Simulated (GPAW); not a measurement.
# How Y absorbs and reflects light

Aim: the dielectric function of Y, and the optical constants that follow from it.

Main program and level: GPAW 26.7.0; DFT, PBE, plane-wave PAW (GPAW data sets), scalar-relativistic, RPA, optical limit.

## 1. The starting structure

Symmetry: P6_3/mmc, No. 194, hexagonal system. Conventional cell: a = 3.647 Å, b = 3.647 Å, c = 5.731 Å, α = 90.00°, β = 90.00°, γ = 120.00°. Nearest to Y lie 12 Y at 3.56 to 3.65 Å.

## 2. Ground state

The self-consistent density comes first; it also tells whether there is a gap, which decides the occupations and the need for a Drude term.

This step: DFT, PBE, plane-wave PAW (GPAW data sets), scalar-relativistic, ground state (GPAW 26.7.0).

The input, gs.py:

```python
from ase import Atoms
from ase.dft.bandgap import bandgap
from gpaw import GPAW, PW, FermiDirac

atoms = Atoms(['Y', 'Y'],
              cell=[[3.647400000000, 0.000000000000, 0.000000000000],
                    [-1.823700000000, 3.158741057800, 0.000000000000],
                    [0.000000000000, 0.000000000000, 5.730600000000]],
              scaled_positions=[[0.666666666700, 0.333333333300, 0.750000000000],
                                [0.333333333300, 0.666666666700, 0.250000000000]],
              pbc=[True, True, True])
atoms.calc = GPAW(mode=PW(500), xc='PBE', kpts={'size': (9, 9, 4), 'gamma': True},
                  occupations=FermiDirac(0.05), maxiter=150, txt='gs.txt')
print('energy (eV)', atoms.get_potential_energy())
print('Fermi level (eV)', atoms.calc.get_fermi_level())
print('valence electrons', atoms.calc.get_number_of_electrons())
print('gap (eV)', bandgap(atoms.calc, output=None)[0])
print('direct gap (eV)', bandgap(atoms.calc, direct=True, output=None)[0])
atoms.calc.write('gs.gpw')
```

Started as:

```console
OMP_NUM_THREADS=1 python gs.py
```

Numbers of over 12 decimals in the logs are rounded to 6 here.

What it wrote:

```text
__  _  _
 | _ |_)|_||  |
 |__||  | ||/\| - 26.7.0

Versions:
  Python: 3.12.14
  ASE:    3.29.0
  Numpy:  2.5.5
  Scipy:  1.18.1
  Libxc:  7.0.0

Input parameters:
  mode=PW(ecut=500.0),
  kpts=MonkhorstPack(size=(9, 9, 4), gamma=True),
  maxiter=150,
  occupations=Occupations(name='fermi-dirac', width=0.05, fixmagmom=False),
  xc=XC(name='PBE')

Diagonalizing LCAO Hamiltonian
Converting LCAO to pw mode

           Y

        Y

Atoms  # Å, Bohr magnetons
|   | symbol |         x |        y |        z |    initial magnetic moments |
| 0 |      Y |  1.823700 | 1.052914 | 4.297950 | ( 0.0000,  0.0000,  0.0000) |
| 1 |      Y | -0.000000 | 2.105827 | 1.432650 | ( 0.0000,  0.0000,  0.0000) |

Unit cell  # Å
| periodic |         x |        y |        z |  lengths |     angles |
|      yes |  3.647400 | 0.000000 | 0.000000 | 3.647400 |  90.000000 |
|      yes | -1.823700 | 3.158741 | 0.000000 | 3.647400 |  90.000000 |
|      yes |  0.000000 | 0.000000 | 5.730600 | 5.730600 | 120.000000 |

Number of symmetries: 12
Symmetry operations  # r_c * U_cc + t_c -> r_c
|    | kind |            matrix            |
|  0 |  σ   |  1, 1, 0,  0,-1, 0,  0, 0, 1 |
|  1 |  S6  |  1, 1, 0, -1, 0, 0,  0, 0,-1 |
|  2 |  E   |  1, 0, 0,  0, 1, 0,  0, 0, 1 |
|  3 |  C2  |  1, 0, 0, -1,-1, 0,  0, 0,-1 |
|  4 |  C2  |  0, 1, 0,  1, 0, 0,  0, 0,-1 |
|  5 |  C3  |  0, 1, 0, -1,-1, 0,  0, 0, 1 |
|  6 |  S6  |  0,-1, 0,  1, 1, 0,  0, 0,-1 |
|  7 |  σ   |  0,-1, 0, -1, 0, 0,  0, 0, 1 |
|  8 |  σ   | -1, 0, 0,  1, 1, 0,  0, 0, 1 |
|  9 |  i   | -1, 0, 0,  0,-1, 0,  0, 0,-1 |
| 10 |  C3  | -1,-1, 0,  1, 0, 0,  0, 0, 1 |
| 11 |  C2  | -1,-1, 0,  0, 1, 0,  0, 0,-1 |

BZ-sampling:
  Number of BZ points: 324
  Number of IBZ points: 43

  Monkhorst-Pack size: [9, 9, 4]
  Monkhorst-Pack shift: [0.0, 0.0, 0.125]

K-points  # in reciprocal-cell coordinates
|     |                                coordinates |     weight |
|   0 | (  0.00000000,   0.00000000,   0.00000000) | 0.00308642 |
|   1 | (  0.00000000,   0.00000000,   0.25000000) | 0.00617284 |
|   2 | (  0.00000000,   0.00000000,   0.50000000) | 0.00308642 |
|   3 | (  0.11111111,   0.00000000,  -0.25000000) | 0.01851852 |
|   4 | (  0.11111111,   0.00000000,   0.00000000) | 0.01851852 |
|   5 | (  0.11111111,   0.00000000,   0.25000000) | 0.01851852 |
|   6 | (  0.11111111,   0.00000000,   0.50000000) | 0.01851852 |
|   7 | (  0.22222222,  -0.11111111,   0.00000000) | 0.01851852 |
|   8 | (  0.22222222,  -0.11111111,   0.25000000) | 0.03703704 |
|   9 | (  0.22222222,  -0.11111111,   0.50000000) | 0.01851852 |
| ... |                                            |            |
|  42 | (  0.44444444,   0.44444444,   0.50000000) | 0.01851852 |

Plane wave coefficients: 1705
Cutoff: 500.0 eV

Spin-components: 1 (collinear spins)
Bands:           18
Projectors:      12
Spin-degeneracy: 2
Datatype:        complex128

Parallelization:
  kpt:    1
  domain: 1
  band:   1

Density:
  Valence electrons: 22.0
  Components: 1
  Grid points: [20 20 30]
  Charge: 0.0  # |e|

Potential:
  Grid points: [20 20 30]

species:
  Y:
    name:    Yttrium
    id:
    Z:       39.0
    valence: 11
    core:    28
    charge:  0.0  # [|e|]
    compensation charges:
      type: gauss
      rc: 0.40  # [Å]
      lmax: 2
    cutoffs:
      filter: 2.39  # [Å]
      core: 1.70  # [Å]
    projectors
    | kind |    occ | energy [eV] | rcut [Å] |
    |   4s |  2.000 |     -47.973 |    1.328 |
    |   5s |  2.000 |      -4.101 |    1.328 |
    |   4p |  6.000 |     -27.921 |    1.318 |
    |   5p |  0.000 |      -1.441 |    1.318 |
    |   4d |  1.000 |      -2.517 |    1.286 |
    |    d |        |      24.695 |    1.286 |

    Using partial waves for Y as LCAO basis

Reference energy: -184182.767865  # eV

eigensolver:
  PPCG
  Converge bands: occupied
  niter=2

density mixing:
  MSR1-Mixer
  Pratt-step length: 0.05
  Maximum mixing coefficient: 0.75
  Old densities: 10
  SVD Regularization: 0.005
  Good broyden scale: 1.0
  Trust region scale: 1.0
  Backstep threshold: 4.0
  History deletion threshold: 6.0
  Fourier metric: weight=20.0, sigma=0.015

occupation numbers:
  Fermi-Dirac:
    width: 0.0500  # eV

poisson solver:
  ecut: 4000.0  # eV

xc functional:
  name: PBE with 2 nearest neighbor stencil

convergence criteria:
- Maximum [total energy] change in last 3 cyles: 0.0005 eV / valence electron
- Maximum integral of absolute [dens]ity change: 0.0001 electrons / valence electron
- Maximum integral of absolute [eigenst]ate change: 4e-08 eV^2 / valence electron
maximum number of iterations: 150

SCF iterations
|iter     |      energy | eigst |  dens |
|iter:   1||   -9.539951 | -0.35 |       |
|iter:   2||   -9.516932 | -2.81 | -1.40 |
|iter:   3||   -9.398692 | -1.55 | -1.43 |
|iter:   4||   -9.404296 | -3.08 | -2.00 |
|iter:   5||   -9.405923c| -4.03 | -2.33 |
|iter:   6||   -9.405932c| -5.92 | -3.56 |
|iter:   7||   -9.405935c| -7.14 | -4.06c|
|iter:   8||   -9.405935c| -7.55c| -4.92c|

Converged in 8 steps
SCF loop duration: 15.044 s (1.881 s/step)
Energy contributions relative to reference atoms: (reference = -184182.767865)

Energy contributions:
  Kinetic:           1.084654
  Coulomb:           0.062427
  Zero:             -0.321458
  External:          0.000000
  Xc:              -10.217601
  Entropy:          -0.027913
  Spinorbit:         0.000000
  ----------------------------
  Free energy:      -9.419891
  Extrapolated:     -9.405935

dipole moment: (0.000000, 0.000001, 0.000001)  # |e|*Ang

Fermi level: 6.400
Eigenvalues  # (at kpt = [0.000, 0.000, 0.000])
| band index |      eig [eV] | occ [0-2] |
|          0 |       -36.304 |     2.000 |
|        ... |               |           |
|          2 |       -16.593 |     2.000 |
|          3 |       -16.135 |     2.000 |
|          4 |       -16.135 |     2.000 |
|          5 |       -16.048 |     2.000 |
|          6 |       -16.048 |     2.000 |
|          7 |       -16.012 |     2.000 |
|          8 |         1.741 |     2.000 |
|          9 |         4.549 |     2.000 |
|         10 |         7.226 |     0.000 |
|         11 |         8.134 |     0.000 |
|         12 |         8.134 |     0.000 |
|         13 |         8.424 |     0.000 |
|         14 |         8.731 |     0.000 |
|         15 |         8.731 |     0.000 |
|         16 |         9.173 |     0.000 |
|         17 |         9.173 |     0.000 |

No gap
No difference between direct/indirect transitions

--- standard output ---
energy (eV) -9.405935
Fermi level (eV) 6.400265
valence electrons 22.0
gap (eV) 0.0
direct gap (eV) 0.0
```

Run time: 17 s. Hardware: 1 thread of Arm Neoverse V1, shared host; peak memory 0.16 GiB.

Read-outs, printed or worked out from the files:

- energy: -9.406 eV
- Fermi energy: 6.400 eV
- electrons: 22

There are states at the Fermi level within the smearing, so the occupations stay smeared and the carriers get a Drude term.

## 3. Bands for the response

The response needs many more empty bands than the density does.

This step: DFT, PBE, plane-wave PAW (GPAW data sets), scalar-relativistic, bands at fixed density (GPAW 26.7.0).

The input, nscf.py:

```python
from ase.dft.bandgap import bandgap
from gpaw import GPAW, FermiDirac

calc = GPAW('gs.gpw').fixed_density(kpts={'size': (15, 15, 8), 'gamma': True}, nbands=49, convergence={'bands': 43},
                                    occupations=FermiDirac(0.05), txt='nscf.txt')
print('gap (eV)', bandgap(calc, output=None)[0])
print('direct gap (eV)', bandgap(calc, direct=True, output=None)[0])
print('top band over the Fermi level (eV)', min(calc.get_eigenvalues(kpt=k)[42] for k in range(len(calc.get_ibz_k_points()))) - calc.get_fermi_level())
calc.write('full.gpw', mode='all')
```

Started as:

```console
OMP_NUM_THREADS=1 python nscf.py
```

What it wrote:

```text
Diagonalizing LCAO Hamiltonian
Converting LCAO to pw mode
convergence criteria:
- Maximum integral of absolute [eigenst]ate change: 4e-08 eV^2 / valence electron
maximum number of iterations: 150

SCF iterations
|iter     |      energy | eigst |  dens |
|iter:   1||             | +3.41 |       |
|iter:   2||             | +2.05 |       |
|iter:   3||             | +1.10 |       |
|iter:   4||             | -0.06 |       |
|iter:   5||             | -1.03 |       |
|iter:   6||             | -2.05 |       |
|iter:   7||             | -2.83 |       |
|iter:   8||             | -3.83 |       |
|iter:   9||             | -4.64 |       |
|iter:  10||             | -5.70 |       |
|iter:  11||             | -6.52 |       |
|iter:  12||             | -7.25 |       |
|iter:  13||             | -7.74c|       |
SCF steps: 13
  __  _  _
 | _ |_)|_||  |
 |__||  | ||/\| - 26.7.0

Versions:
  Python: 3.12.14
  ASE:    3.29.0
  Numpy:  2.5.5
  Scipy:  1.18.1
  Libxc:  7.0.0

Input parameters:
  mode=PW(ecut=500.0),
  convergence={'bands': 43},
  gpts=array([20, 20, 30]),
  kpts=MonkhorstPack(size=(15, 15, 8), gamma=True),
  maxiter=150,
  nbands=49,
  occupations=Occupations(name='fermi-dirac', width=0.05, fixmagmom=False),
  parallel={},
  xc=XC(name='PBE')

--- standard output ---
gap (eV) 0.0
direct gap (eV) 0.0
top band over the Fermi level (eV) 25.150385
```

Elapsed: 5 min, on 1 thread; peak memory 0.46 GiB.

## 4. Dielectric function, RPA

Local fields let the induced charge screen the field inside the cell, which as a rule lowers ε, most along directions where the density is uneven.

This step: DFT, PBE, plane-wave PAW (GPAW data sets), scalar-relativistic, RPA, optical limit (GPAW 26.7.0).

The input, df.py:

```python
from gpaw.response.df import DielectricFunction

df = DielectricFunction('full.gpw', frequencies={'type': 'nonlinear', 'domega0': 0.03, 'omega2': 8},
                        ecut=50,
                        eta=0.15,
                        nbands=43,
                        rate=0.05,
                        txt='df.txt')
for direction in ['x', 'z']:
    df.get_dielectric_function(xc='RPA', direction=direction, filename=f'df_{direction}.csv')
```

Started as:

```console
OMP_NUM_THREADS=1 python df.py
```

What it wrote:

```text
Using integrator: PointIntegrator
NonLinearFrequencyDescriptor(from 0.000 to 70.275 eV, 506 points)
Nonperiodic BCs:  [False False False]
Using integrator: PointIntegrator
NonLinearFrequencyDescriptor(from 0.000 to 70.275 eV, 506 points)
Nonperiodic BCs:  [False False False]
Using integrator: PointIntegrator

Calculating chi0 body with:
    Ground state adapter containing:
    Number of spins: 1
    Number of kpoints: 1800
    Number of irreducible kpoints: 192
    Number of completely occupied states: 8
    Number of partially occupied states: 14

    Linear response parametrization:
    q_c: [0.0, 0.0, 0.0]
    Number of frequency points: 506
    Planewave cutoff: 50.0
    Number of bands: 43
    Number of planewaves: 55
    Broadening (eta): 0.15

Integrating chi0 body.

Symmetries of q_c:
    Direct symmetries (Uq -> q): 12
    Indirect symmetries (TUq -> q): 0
In total 12 allowed symmetries.

192 groups of equivalent kpoints. 89.333333% reduction.

Integral kind: spectral function

Calculating chi0 optical extensions with:
    Ground state adapter containing:
    Number of spins: 1
    Number of kpoints: 1800
    Number of irreducible kpoints: 192
    Number of completely occupied states: 8
    Number of partially occupied states: 14

    Linear response parametrization:
    Number of frequency points: 506
    Planewave cutoff: 50.0
    Number of bands: 43
    Number of planewaves: 55
    Broadening (eta): 0.15
Integrating chi0 head and wings.

Symmetries of q_c:
    Direct symmetries (Uq -> q): 12
    Indirect symmetries (TUq -> q): 0
In total 12 allowed symmetries.

192 groups of equivalent kpoints. 89.333333% reduction.

Integral kind: spectral function wings

Calculating drude chi0 with:
    Number of frequency points:506
    Plasma frequency decay rate: 0.05 eV

    Ground state adapter containing:
    Number of spins: 1
    Number of kpoints: 1800
    Number of irreducible kpoints: 192
    Number of completely occupied states: 8
    Number of partially occupied states: 14

Symmetries of q_c:
    Direct symmetries (Uq -> q): 12
    Indirect symmetries (TUq -> q): 0
In total 12 allowed symmetries.

192 groups of equivalent kpoints. 89.333333% reduction.

Integral kind: intraband
Plasma frequency:
[[3.28-0.j 0.  +0.j 0.  +0.j]
 [0.  +0.j 3.28-0.j 0.  +0.j]
 [0.  +0.j 0.  +0.j 4.34-0.j]]
```

Run time: 55 s. Hardware: 1 thread; peak memory 0.28 GiB.

Some rows of df_x.csv (energy; Re and Im without local fields; Re and Im with them):

```text
0.000000, 4366.574569, -0.000000, 4365.889042, -0.000000
0.429336, -31.838722, 36.693624, -32.787788, 36.489763
0.878195, 6.157804, 24.310852, 5.249056, 23.765548
1.347938, 3.388408, 23.741500, 2.968062, 22.736802
1.840057, -2.635304, 20.792363, -1.586440, 20.147866
2.356191, -5.705646, 13.331355, -5.689646, 14.442606
2.898142, -3.738116, 8.379359, -4.040187, 8.163363
3.467895, -3.566042, 5.775521, -3.628534, 5.568846
4.067647, -0.997779, 4.623088, -1.057463, 4.447503
4.699832, -0.862533, 3.862500, -0.874622, 3.723690
5.367152, -0.835096, 3.270472, -0.810320, 3.220387
6.072622, 0.057016, 3.606694, 0.094462, 3.525039
6.819608, 0.288216, 3.516780, 0.272012, 3.495101
7.611886, -2.197243, 2.879066, -2.122216, 2.964861
8.453705, -1.497963, 1.301350, -1.597798, 1.411544
9.349861, -0.886560, 0.878480, -0.984950, 0.969464
10.305790, -0.386888, 0.487398, -0.533592, 0.562305
11.327680, -0.021079, 0.421576, -0.177675, 0.490121
12.422601, 0.284782, 0.266164, 0.107814, 0.319966
13.598673, 0.509860, 0.166034, 0.298811, 0.212774
```

Sum at mesh points, not converged in k. The Im ε by photon energy; read off at these points:

| photon energy (eV) | E ∥ x | E ∥ z |
| --- | --- | --- |
| 0.50 | 29.2 | 28.0 |
| 1.00 | 23.8 | 14.3 |
| 1.50 | 21.0 | 24.9 |
| 2.00 | 17.0 | 19.2 |
| 2.50 | 11.6 | 16.2 |
| 3.00 | 7.92 | 9.59 |
| 3.50 | 5.35 | 5.46 |
| 4.00 | 4.18 | 3.96 |
| 4.50 | 3.92 | 3.44 |
| 5.00 | 3.76 | 3.04 |
| 5.50 | 2.96 | 2.76 |
| 6.00 | 3.38 | 1.90 |
| 6.50 | 3.20 | 1.88 |
| 7.00 | 4.33 | 3.24 |
| 7.15 | 4.84 | 3.11 |
| 7.50 | 3.31 | 3.49 |
| 8.00 | 2.12 | 2.55 |
| 8.50 | 1.37 | 1.50 |
| 9.00 | 1.08 | 0.950 |
| 9.50 | 0.876 | 0.883 |
| 10.00 | 0.636 | 0.629 |
| 10.50 | 0.517 | 0.585 |
| 11.00 | 0.462 | 0.396 |
| 11.50 | 0.434 | 0.382 |
| 12.00 | 0.314 | 0.321 |
| 12.50 | 0.326 | 0.335 |
| 13.00 | 0.277 | 0.245 |
| 13.50 | 0.210 | 0.204 |

Values under 1 per cm are given as 1; sum at mesh points, not converged in k. The absorption coefficient by photon energy:

| photon energy (eV) | E ∥ x (1/cm) | E ∥ z (1/cm) |
| --- | --- | --- |
| 0.492 | 2.7e5 | 3.8e5 |
| 1.010 | 3.2e5 | 2.6e5 |
| 1.486 | 4.7e5 | 4.5e5 |
| 1.985 | 6.4e5 | 6.5e5 |
| 2.508 | 7.7e5 | 8.7e5 |
| 3.018 | 7.6e5 | 9.6e5 |
| 3.510 | 7.9e5 | 8.9e5 |
| 3.980 | 6.7e5 | 8.7e5 |
| 4.516 | 7.5e5 | 8.2e5 |
| 4.981 | 7.6e5 | 8.0e5 |
| 5.515 | 7.5e5 | 8.9e5 |
| 6.021 | 7.8e5 | 7.4e5 |
| 6.494 | 8.8e5 | 6.3e5 |
| 6.985 | 1.0e6 | 8.8e5 |
| 7.496 | 1.3e6 | 1.2e6 |
| 8.026 | 1.3e6 | 1.3e6 |
| 8.516 | 1.1e6 | 1.2e6 |
| 9.023 | 1.1e6 | 1.0e6 |
| 9.483 | 1.0e6 | 9.7e5 |
| 10.026 | 8.8e5 | 8.5e5 |
| 10.519 | 8.0e5 | 7.8e5 |
| 11.029 | 6.7e5 | 6.6e5 |
| 11.479 | 6.7e5 | 5.9e5 |
| 12.023 | 4.7e5 | 4.5e5 |
| 12.504 | 4.3e5 | 4.2e5 |
| 13.000 | 3.6e5 | 3.1e5 |
| 13.512 | 2.6e5 | 2.3e5 |

Sum at mesh points, not converged in k. The Im ε, E ∥ x by photon energy; read off at these points:

| photon energy (eV) | without local fields | with local fields |
| --- | --- | --- |
| 0.50 | 29.5 | 29.2 |
| 1.00 | 24.5 | 23.8 |
| 1.50 | 22.2 | 21.0 |
| 2.00 | 17.3 | 17.0 |
| 2.50 | 11.2 | 11.6 |
| 3.00 | 8.16 | 7.92 |
| 3.50 | 5.55 | 5.35 |
| 4.00 | 4.34 | 4.18 |
| 4.50 | 4.04 | 3.92 |
| 5.00 | 3.88 | 3.76 |
| 5.50 | 3.00 | 2.96 |
| 6.00 | 3.47 | 3.38 |
| 6.50 | 3.19 | 3.20 |
| 7.00 | 4.37 | 4.33 |
| 7.15 | 4.89 | 4.84 |
| 7.50 | 3.25 | 3.31 |
| 8.00 | 1.97 | 2.12 |
| 8.50 | 1.27 | 1.37 |
| 9.00 | 0.996 | 1.08 |
| 9.50 | 0.779 | 0.876 |
| 10.00 | 0.562 | 0.636 |
| 10.50 | 0.449 | 0.517 |
| 11.00 | 0.405 | 0.462 |
| 11.50 | 0.369 | 0.434 |
| 12.00 | 0.268 | 0.314 |
| 12.50 | 0.269 | 0.326 |
| 13.00 | 0.222 | 0.277 |
| 13.50 | 0.163 | 0.210 |

Sum at mesh points, not converged in k. Reflectivity at normal incidence against photon energy; read off at these points:

| photon energy (eV) | E ∥ x (%) | E ∥ z (%) |
| --- | --- | --- |
| 0.50 | 73.6 | 88.1 |
| 1.00 | 53.5 | 46.2 |
| 1.50 | 53.1 | 53.5 |
| 2.00 | 54.7 | 54.6 |
| 2.39 | 57.9 | 58.1 |
| 2.50 | 57.1 | 58.8 |
| 3.00 | 50.8 | 63.0 |
| 3.50 | 50.9 | 59.0 |
| 4.00 | 35.9 | 54.8 |
| 4.50 | 36.9 | 45.9 |
| 5.00 | 32.0 | 39.4 |
| 5.50 | 29.3 | 42.4 |
| 6.00 | 24.6 | 33.0 |
| 6.33 | 28.8 | 25.1 |
| 6.50 | 27.5 | 19.0 |
| 7.00 | 28.1 | 24.1 |
| 7.50 | 44.6 | 33.6 |
| 8.00 | 47.9 | 44.1 |
| 8.39 | 50.5 | 47.7 |
| 8.50 | 49.7 | 48.6 |
| 8.70 | 48.4 | 50.8 |
| 9.00 | 46.9 | 48.6 |
| 9.50 | 47.2 | 43.4 |
| 10.00 | 44.8 | 42.8 |
| 10.50 | 41.9 | 36.0 |
| 11.00 | 32.5 | 38.3 |
| 11.50 | 31.8 | 29.4 |
| 12.00 | 23.9 | 21.2 |
| 12.50 | 16.8 | 15.0 |
| 13.00 | 13.1 | 12.2 |
| 13.50 | 9.49 | 7.51 |

Sum at mesh points, not converged in k. The loss function −Im 1/ε at q → 0 by energy loss; read off at these points:

| energy loss (eV) | E ∥ x | E ∥ z |
| --- | --- | --- |
| 0.500 | 0.0233 | 0.00820 |
| 0.750 | 0.0441 | 0.0375 |
| 1.000 | 0.0402 | 0.0689 |
| 1.250 | 0.0418 | 0.0456 |
| 1.500 | 0.0472 | 0.0369 |
| 1.750 | 0.0483 | 0.0429 |
| 2.000 | 0.0570 | 0.0518 |
| 2.250 | 0.0582 | 0.0505 |
| 2.500 | 0.0695 | 0.0542 |
| 2.750 | 0.0864 | 0.0568 |
| 3.000 | 0.104 | 0.0630 |
| 3.250 | 0.111 | 0.0742 |
| 3.500 | 0.131 | 0.0980 |
| 3.750 | 0.172 | 0.113 |
| 4.000 | 0.222 | 0.137 |
| 4.250 | 0.204 | 0.168 |
| 4.500 | 0.229 | 0.200 |
| 4.750 | 0.254 | 0.220 |
| 5.000 | 0.256 | 0.259 |
| 5.250 | 0.271 | 0.251 |
| 5.500 | 0.325 | 0.255 |
| 5.750 | 0.323 | 0.326 |
| 6.000 | 0.295 | 0.434 |
| 6.250 | 0.273 | 0.497 |
| 6.500 | 0.309 | 0.533 |
| 6.750 | 0.301 | 0.399 |
| 7.000 | 0.231 | 0.308 |
| 7.250 | 0.196 | 0.320 |
| 7.500 | 0.212 | 0.266 |
| 7.750 | 0.237 | 0.294 |
| 8.000 | 0.256 | 0.256 |
| 8.250 | 0.279 | 0.292 |
| 8.500 | 0.326 | 0.319 |
| 8.750 | 0.371 | 0.360 |
| 9.000 | 0.439 | 0.457 |
| 9.250 | 0.495 | 0.576 |
| 9.500 | 0.520 | 0.601 |
| 9.750 | 0.607 | 0.714 |
| 10.000 | 0.783 | 0.862 |
| 10.250 | 0.892 | 1.07 |
| 10.500 | 1.11 | 1.21 |
| 10.750 | 1.45 | 1.28 |
| 11.000 | 1.78 | 1.78 |
| 11.250 | 1.80 | 2.21 |
| 11.500 | 1.97 | 2.43 |
| 11.750 | 2.71 | 2.99 |
| 11.944 | 3.23 | 3.03 |
| 12.000 | 3.18 | 3.05 |
| 12.250 | 3.00 | 2.75 |
| 12.500 | 2.73 | 2.51 |
| 12.750 | 2.87 | 2.72 |
| 13.000 | 2.45 | 2.32 |
| 13.250 | 2.42 | 1.98 |
| 13.500 | 1.77 | 1.39 |
| 13.750 | 1.49 | 1.12 |

Optical constants at common wavelengths, from n + ik = √ε:

| wavelength (nm) | n x | k x | R (%) x | 1/α x | n z | k z | R (%) z | 1/α z |
| --- | --- | --- | --- | --- | --- | --- | --- | --- |
| 1064 | 3.77 | 3.048 | 52.9 | 28 nm | 3.50 | 2.301 | 45.2 | 37 nm |
| 800 | 3.34 | 3.082 | 52.9 | 21 nm | 3.98 | 3.229 | 54.8 | 20 nm |
| 633 | 2.74 | 3.245 | 55.3 | 16 nm | 3.00 | 3.254 | 54.9 | 15 nm |
| 532 | 2.29 | 3.264 | 57.3 | 13 nm | 2.68 | 3.429 | 57.6 | 12 nm |
| 450 | 1.67 | 2.734 | 54.3 | 13 nm | 1.96 | 3.380 | 61.1 | 11 nm |
| 248 | 1.24 | 1.511 | 32.0 | 13 nm | 0.96 | 1.581 | 39.4 | 12 nm |
| 193 | 1.21 | 1.374 | 28.5 | 11 nm | 0.91 | 0.988 | 21.3 | 16 nm |

In reflection the computed colour is light grey: x = 0.307, y = 0.327, luminous reflectivity 56 %.

## 5. Results

At this level (PBE, RPA) Y is a metal. The mesh is too coarse to trust the carriers' weight, the reflectivity or the colour to better than tens of per cent. In reflection the computed colour is light grey: x = 0.307, y = 0.327, luminous reflectivity 56 %. The carriers' damping of 0.05 eV is typed, not computed; it shapes the response at the lowest energies. In this version of GPAW the matrix elements of the optical limit are incomplete, which can lower ε − 1 by up to a tenth where first-row anions or d states rule, and shift it by more in d metals. GPAW's carrier term has the form −ωp²/(ω + i·rate)², which damps like twice the rate and fails at low energy, so the curves leave the lowest energies out. The sum runs over mesh points 0.14 Å⁻¹ apart with no interpolation, so peaks are partly noise of the mesh, and the Drude plasma energy, a sum over the Fermi surface, isn't converged.

[Machine, clock and banner lines and Python warnings are left out of the logs.]

[Logs are printed without paths, hosts, clocks, repeated set-up lines and the standing remarks that a program may print on its own settings, such as how far it seeks lower states.]

[Hosts, paths, dates, database ids (printed as entryN), source tags and the programs' standing remarks are cut or masked in the printed files.]
